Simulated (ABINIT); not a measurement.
**SnSe2 (P-3m1): third-order response**

Wanted: vibrational spectra of SnSe2 (P-3m1) from linear and non-linear response.

Calculated with ABINIT 10.8.3; DFT LDA, scalar-relativistic, plane waves, HGH norm-conserving pseudopotentials.

This is a report of a sequence of runs, with most program output left out.

## (1) The structure

It takes space group P-3m1 (No. 164, trigonal). Conventional cell: a = 3.811 Å, b = 3.811 Å, c = 6.136 Å, α = 90.00°, β = 90.00°, γ = 120.00°. Sn has 6 Se at 2.68 Å nearest. Nearest to Se lie 3 Sn at 2.68 Å. Farther neighbours and most contacts between anions are not listed.

## (2) A probe with smearing

A first run with smearing and empty bands tells whether the crystal has a gap, which decides between fixed occupations and smearing later on.

probe.abi reads:

```
# ground state
tolvrs 1.0d-08
prtden 1
prtwf 1

# basis, mesh and filling
ecut 20.0
ixc 7
ngkpt 6 6 4
nshiftk 1
shiftk 0.0 0.0 0.0
istwfk *1
occopt 7
tsmear 0.005
nband 14
nstep 100
diemac 9.0
prtebands 0
prtgsr 0

# cell and atoms
acell 7.201746261 7.201746261 11.5953595
rprim 
    1.0 0.0 0.0
    -0.5 0.8660254038 0.0
    0.0 0.0 1.0
ntypat 2
znucl 50 34
natom 3
typat 1 2 2
xred 
    0.0 0.0 0.0
    1/3 2/3 0.2490000000
    2/3 1/3 0.7510000000
pp_dirpath "./pseudo"
pseudos "Sn.hgh, Se.hgh"
```

Command:

```sh
OMP_NUM_THREADS=1 mpirun -n 4 abinit probe.abi > probe.log
```

Wall time 5.9 s (4 MPI ranks of Arm Neoverse V1, shared host).

Numbers from this step:

```
volume per atom   : 25.73 Å³
pressure          : -0.8616 GPa
gap on the k-mesh : 0.6487 eV
```

A gap of 0.65 eV opens on this mesh, so the crystal is taken as an insulator; the printed pressure holds the stress of the finite basis too.

## (3) Relaxing the cell and atoms

The harmonic expansion needs vanishing forces, and a free crystal bears no stress, so cell and atoms are brought to rest. Stress is more sensitive to the basis than forces are: the last 3 Ha under the cutoff are smoothed with ecutsm, and the cutoff is raised above that of the later runs.

relax.abi reads:

```
# relaxation
ionmov 2
optcell 2
dilatmx 1.08
ntime 40
tolmxf 1.0d-05
tolvrs 1.0d-14
prtwf 0
prtden 0
chksymtnons 0

# basis, mesh and filling
ecut 26.0
ecutsm 3.0
ixc 7
ngkpt 6 6 4
nshiftk 1
shiftk 0.0 0.0 0.0
istwfk *1
occopt 1
nband 8
nstep 100
diemac 9.0
prtebands 0
prtgsr 0

# cell and atoms
acell 7.201746261 7.201746261 11.5953595
rprim 
    1.0 0.0 0.0
    -0.5 0.8660254038 0.0
    0.0 0.0 1.0
ntypat 2
znucl 50 34
natom 3
typat 1 2 2
xred 
    0.0 0.0 0.0
    1/3 2/3 0.2490000000
    2/3 1/3 0.7510000000
pp_dirpath "./pseudo"
pseudos "Sn.hgh, Se.hgh"
```

Command:

```sh
OMP_NUM_THREADS=1 mpirun -n 4 abinit relax.abi > relax.log
```

Run time: 85 s. Hardware: 4 MPI ranks; 5.7 min of CPU time.

Relaxation path:

| step | energy less that of the first step (eV) | largest force (eV/Å) | volume (Å³) |
| --- | --- | --- | --- |
| 1 | 0.0000 | 0.3690 | 77.18 |
| 2 | -0.0033 | 0.3175 | 77.23 |
| 3 | -0.0129 | 0.0358 | 77.28 |
| 4 | -0.0140 | 0.0238 | 77.09 |
| 5 | -0.0176 | 0.0276 | 75.78 |
| 6 | -0.0181 | 0.0473 | 75.58 |
| 7 | -0.0196 | 0.1002 | 75.02 |
| 8 | -0.0218 | 0.1384 | 74.34 |
| 9 | -0.0252 | 0.1495 | 73.38 |
| 10 | -0.0278 | 0.0992 | 73.04 |
| 11 | -0.0290 | 0.0228 | 73.27 |
| 12 | -0.0291 | 0.0012 | 73.37 |
| 13 | -0.0291 | 0.0003 | 73.38 |

| conventional cell, symmetrised | before | after | change |
| --- | --- | --- | --- |
| a (Å) | 3.811 | 3.796 | -0.4 % |
| b (Å) | 3.811 | 3.796 | -0.4 % |
| c (Å) | 6.136 | 5.880 | -4.2 % |
| volume (Å³/atom) | 25.73 | 24.46 | -4.9 % |

The atoms that moved most (Å, as changes of fractional coordinates times the final cell):

| atom | dx | dy | dz | length |
| --- | --- | --- | --- | --- |
| Se3 | 0.000 | 0.000 | -0.102 | 0.102 |
| Se2 | 0.000 | 0.000 | 0.102 | 0.102 |

The relaxed structure:

```
Sn Se
1.0
     3.79610    0.00000    0.00000
    -1.89805    3.28752    0.00000
     0.00000    0.00000    5.87966
Sn Se
1 2
Direct
  0.00000 0.00000 0.00000
  0.33333 0.66667 0.26641
  0.66667 0.33333 0.73359
```

Read from the output:

```
volume per atom : 24.46 Å³
pressure        : -0.002330 GPa
```

The volume changes by -4.9 % in this run and stands -4.9 % from the first cell.

## (4) Ground state

First-order wavefunctions inherit every error of the ground state, hence the very tight tolvrs. The mesh is shifted off Γ, since shifted meshes converge sums over the zone faster.

gs.abi reads:

```
# ground state
tolvrs 1.0d-16
prtden 1
prtwf 1

# basis, mesh and filling
ecut 20.0
ixc 7
ngkpt 6 6 4
nshiftk 1
shiftk 0.0 0.0 0.5
istwfk *1
occopt 1
nband 8
nstep 100
diemac 9.0
prtebands 0
prtgsr 0

# cell and atoms
acell 7.173590119 7.173590119 11.11094266
rprim 
    1.0 0.0 0.0
    -0.5 0.8660254038 0.0
    0.0 0.0 1.0
ntypat 2
znucl 50 34
natom 3
typat 1 2 2
xred 
    0.0 0.0 0.0
    1/3 2/3 0.2664098156
    2/3 1/3 0.7335901844
pp_dirpath "./pseudo"
pseudos "Sn.hgh, Se.hgh"
```

Command:

```sh
OMP_NUM_THREADS=1 mpirun -n 4 abinit gs.abi > gs.log
```

The job ended after 5.5 s (4 MPI ranks).

This step gave:

| Item | Value |
| --- | --- |
| pressure | -1.091 GPa |

The cell stands at -1.1 GPa: the relaxation ran with a smoothed and higher cutoff and on another k mesh.

## (5) The gap at rest

Empty bands on the ground state's density check that the gap assumed so far is there in this cell.

gap.abi reads:

```
# empty bands on the ground state's density
iscf -2
getden_filepath "gso_DEN"
tolwfr 1.0d-12
nbdbuf 2
prtwf 0

# basis, mesh and filling
ecut 20.0
ixc 7
ngkpt 6 6 4
nshiftk 1
shiftk 0.0 0.0 0.0
istwfk *1
occopt 1
nband 12
nstep 100
diemac 9.0
prtebands 0
prtgsr 0

# cell and atoms
acell 7.173590119 7.173590119 11.11094266
rprim 
    1.0 0.0 0.0
    -0.5 0.8660254038 0.0
    0.0 0.0 1.0
ntypat 2
znucl 50 34
natom 3
typat 1 2 2
xred 
    0.0 0.0 0.0
    1/3 2/3 0.2664098156
    2/3 1/3 0.7335901844
pp_dirpath "./pseudo"
pseudos "Sn.hgh, Se.hgh"
```

Command:

```sh
OMP_NUM_THREADS=1 mpirun -n 4 abinit gap.abi > gap.log
```

Run time: 3.3 s. Hardware: 4 MPI ranks; 13 s of CPU time.

Read from the output:

| Quantity | Value |
| --- | --- |
| gap on the k-mesh | 0.4887 eV |

In this cell the gap on the mesh is 0.49 eV, indirect (smallest direct 0.67 eV), so fixed occupations hold.

## (6) Linear response at Γ

The derivative of the wavefunctions by k comes first, since the response to a field is built on it; then the field and the displacements that symmetry doesn't supply are solved at q = 0. By the 2n+1 theorem the first-order wavefunctions also give third derivatives: Raman tensors and the non-linear susceptibility.

It reads the wavefunctions written in step 4.

dfpt_gamma.abi reads:

```
ndtset 3

# common to the responses
getwfk_filepath "gso_WFK"
kptopt 2
nqpt 1
qpt 0.0 0.0 0.0
asr 0
chneut 0

# d/dk
rfelfd1 2
rfdir1 1 1 1
iscf1 -3
tolwfr1 1.0d-20

# displacements, field
rfphon2 1
rfatpol2 1 3
rfdir2 1 1 1
rfelfd2 3
getddk2 1
tolvrs2 1.0d-10
prepanl2 1
prtden2 1

# third order
optdriver3 5
getden_filepath3 "gso_DEN"
get1den3 2
get1wf3 2
getddk3 1
d3e_pert1_elfd3 1
d3e_pert1_phon3 1
d3e_pert1_atpol3 1 3
d3e_pert1_dir3 1 1 1
d3e_pert2_elfd3 1
d3e_pert2_dir3 1 1 1
d3e_pert3_elfd3 1
d3e_pert3_dir3 1 1 1
usepead3 1
tolvrs3 1.0d-10

# basis, mesh and filling
ecut 20.0
ixc 7
ngkpt 6 6 4
nshiftk 1
shiftk 0.0 0.0 0.5
istwfk *1
occopt 1
nband 8
nstep 100
diemac 9.0
prtebands 0
prtgsr 0

# cell and atoms
acell 7.173590119 7.173590119 11.11094266
rprim 
    1.0 0.0 0.0
    -0.5 0.8660254038 0.0
    0.0 0.0 1.0
ntypat 2
znucl 50 34
natom 3
typat 1 2 2
xred 
    0.0 0.0 0.0
    1/3 2/3 0.2664098156
    2/3 1/3 0.7335901844
pp_dirpath "./pseudo"
pseudos "Sn.hgh, Se.hgh"
```

Command:

```sh
OMP_NUM_THREADS=1 mpirun -n 4 abinit dfpt_gamma.abi > dfpt_gamma.log
```

Run time: 2.4 min. Hardware: 4 MPI ranks.

This step gave:

| Property | Result |
| --- | --- |
| miss of the charge sum rule | 0.4308 e |
| largest acoustic frequency at the zone centre before the sum rule | 3.07 cm⁻¹ |
| highest optical zone-centre mode (no LO-TO term) | 241.8 cm⁻¹ |
| lowest optical zone-centre mode | 126.2 cm⁻¹ |
| mean high-frequency dielectric constant | 14.89 |
| largest Born charge in size (third of the trace) | 4.387 e |

Born charge (rows field, columns displacement), before the sum rule (e), principal values of the symmetric part by kind of site:

| atom | atoms with these values | low | middle | high | mean |
| --- | --- | --- | --- | --- | --- |
| Sn1 | 1 | 2.67 | 5.25 | 5.25 | 4.39 |
| Se2 | 2 | -2.84 | -2.84 | -1.34 | -2.34 |

In full for Se2:

```
-2.84  0.00  0.00
 0.00 -2.84  0.00
 0.00  0.00 -1.34
```

High-frequency dielectric tensor:

```
15.50  0.00  0.00
 0.00 15.50  0.00
 0.00  0.00 13.66
```

The acoustic modes at Γ come out as far as 3.1 cm⁻¹ from zero, where they should vanish, a small numerical error; the Born charges miss their sum rule by 0.43 e, too much: mesh or cutoff is short for the field response.

## (7) Zone-centre analysis

anaddb reads the merged derivatives, imposes the acoustic sum rule and charge neutrality, and adds the LO-TO term along chosen directions.

anaddb.abi reads:

```
ddb_filepath "gamma_DDB"
output_file "anaddb.abo"
outdata_prefix "anaddb"
asr 1
chneut 1
enunit 2
eivec 1
nph1l 1
qph1l 0.0 0.0 0.0 1.0
dieflag 1
nph2l 3
qph2l 
    1.0 0.0 0.0 0.0
    0.0 0.0 1.0 0.0
    1.0 1.0 1.0 0.0
nlflag 1
ramansr 1
alphon 1
prtmbm 1
```

mrgddb.in reads:

```
gamma_DDB
merged
3
dfpt_gammao_DS2_DDB
dfpt_gammao_DS3_DDB
gso_DDB
```

Command:

```sh
mrgddb < mrgddb.in > mrgddb.log
OMP_NUM_THREADS=1 anaddb anaddb.abi > anaddb.log
```

Elapsed: 0.69 s, on 1 thread.

Numbers from this step:

```
mean static dielectric constant      : 24.83
highest mode moved by the LO-TO term : 252.2 cm⁻¹
```

No LO-TO term; unit eigenvectors of the mass-weighted matrix, from anaddb's displacements. The modes at Γ (shares of kinetic energy by element, %):

| mode | frequency (cm⁻¹) | Sn % | Se % |
| --- | --- | --- | --- |
| 1 | 0.0 | 43 | 57 |
| 2 | 0.0 | 43 | 57 |
| 3 | 0.0 | 43 | 57 |
| 4 | 126.2 | 0 | 100 |
| 5 | 126.2 | 0 | 100 |
| 6 | 141.8 | 57 | 43 |
| 7 | 141.8 | 57 | 43 |
| 8 | 183.2 | 0 | 100 |
| 9 | 241.8 | 57 | 43 |

Displacements in mode 4 (126.2 cm⁻¹), the largest set to 1:
```
Sn1  0.00  0.00  0.00
Se2  0.00 -1.00  0.00
Se3  0.00  1.00  0.00
```

Displacements in mode 8 (183.2 cm⁻¹), the largest set to 1:
```
Sn1  0.00  0.00  0.00
Se2  0.00  0.00  1.00
Se3  0.00  0.00 -1.00
```

From anaddb's Raman susceptibilities, degenerate modes summed; transverse modes, the longitudinal lines of polar modes are not listed. Lines of the Raman spectrum (strongest = 100):

| position (cm⁻¹) | lines merged | Raman activity (Å⁴/amu), powder, relative |
| --- | --- | --- |
| 126 | 2 | 4.9 |
| 142 | 2 | 0.0 |
| 183 | 1 | 100 |
| 242 | 1 | 0.0 |

Static dielectric tensor (ions relaxed, fixed cell):

```
29.81  0.00  0.00
 0.00 29.81  0.00
 0.00  0.00 14.87
```

Before neutrality was imposed the Born charges missed it by 0.43 e, so ε₀, the LO modes and the intensities above are not converged in mesh or cutoff.

## (8) Sum rules set otherwise (asr 0)

Without the rule the raw error of the acoustic modes shows.

anaddb.abi, as its differences from that of step 7:

```diff
@@ -3,4 +3,4 @@
 outdata_prefix "anaddb"
-asr 1
-chneut 1
+asr 0
+chneut 0
 enunit 2
```

mrgddb.in is that of step 7.

Run time: 0.67 s. Hardware: 1 thread.

This step gave:

```yaml
mean_static_dielectric_constant: 24.97
```

Zone-centre frequencies as printed; negative means imaginary. Modes:

| mode | frequency (cm⁻¹) |
| --- | --- |
| 1 | 1.36 |
| 2 | 3.07 |
| 3 | 3.07 |
| 4 | 126.2 |
| 5 | 126.2 |
| 6 | 141.8 |
| 7 | 141.8 |
| 8 | 183.2 |
| 9 | 241.8 |

## (9) Results

| Item | Value |
| --- | --- |
| space group after relaxation | P-3m1 |
| volume per atom | 24.5 Å³ |
| highest optical zone-centre mode (no LO-TO term) | 241.8 cm⁻¹ |
| lowest optical zone-centre mode | 126.2 cm⁻¹ |
| highest mode moved by the LO-TO term (probably not converged in the k mesh) | 252.2 cm⁻¹ |
| mean high-frequency dielectric constant (probably not converged in the k mesh) | 14.9 |
| largest Born charge in size (third of the trace) (probably not converged in the k mesh) | 4.39 e |
| mean static dielectric constant (probably not converged in the k mesh) | 24.8 |
| imaginary optical modes at the zone centre (no q mesh in this session) | none |

**Reading.** The largest Raman activity of SnSe2 (P-3m1) lies at 183 cm⁻¹. At the LDA level the optical modes of SnSe2 (P-3m1) at the zone centre (no LO-TO term) run from 126 to 242 cm⁻¹. The base run prints -1.1 GPa, mostly the error of a finite basis; the relaxation, with a smoothed and higher cutoff, had brought the cell to rest. Along the directions run, the highest mode that the macroscopic field moves lies at 252 cm⁻¹. Lattice motion raises the mean dielectric constant from 14.89 to 24.83. The Born charges miss their sum rule by 0.43 e, a sign that the k mesh or the cutoff is short for the field response. The Raman intensities rest on static tensors of the transverse modes; green light lies near or above this gap, where resonance changes them. ε∞, the Born charges and what follows from them are probably not converged in the k mesh. These are harmonic frequencies at zero temperature: anharmonic shifts and linewidths and thermal expansion are left out. The HGH files keep few electrons and have no core correction, which is cheap but rough for Sn.

[Host names and launcher messages were left out of these logs when they were recorded.]

[Logs are printed without paths, hosts, clocks, repeated set-up lines and the standing remarks that a program may print on its own settings, such as how far it seeks lower states.]

[Hosts, paths, dates, database ids (printed as entryN), source tags and the programs' standing remarks are cut or masked in the printed files.]
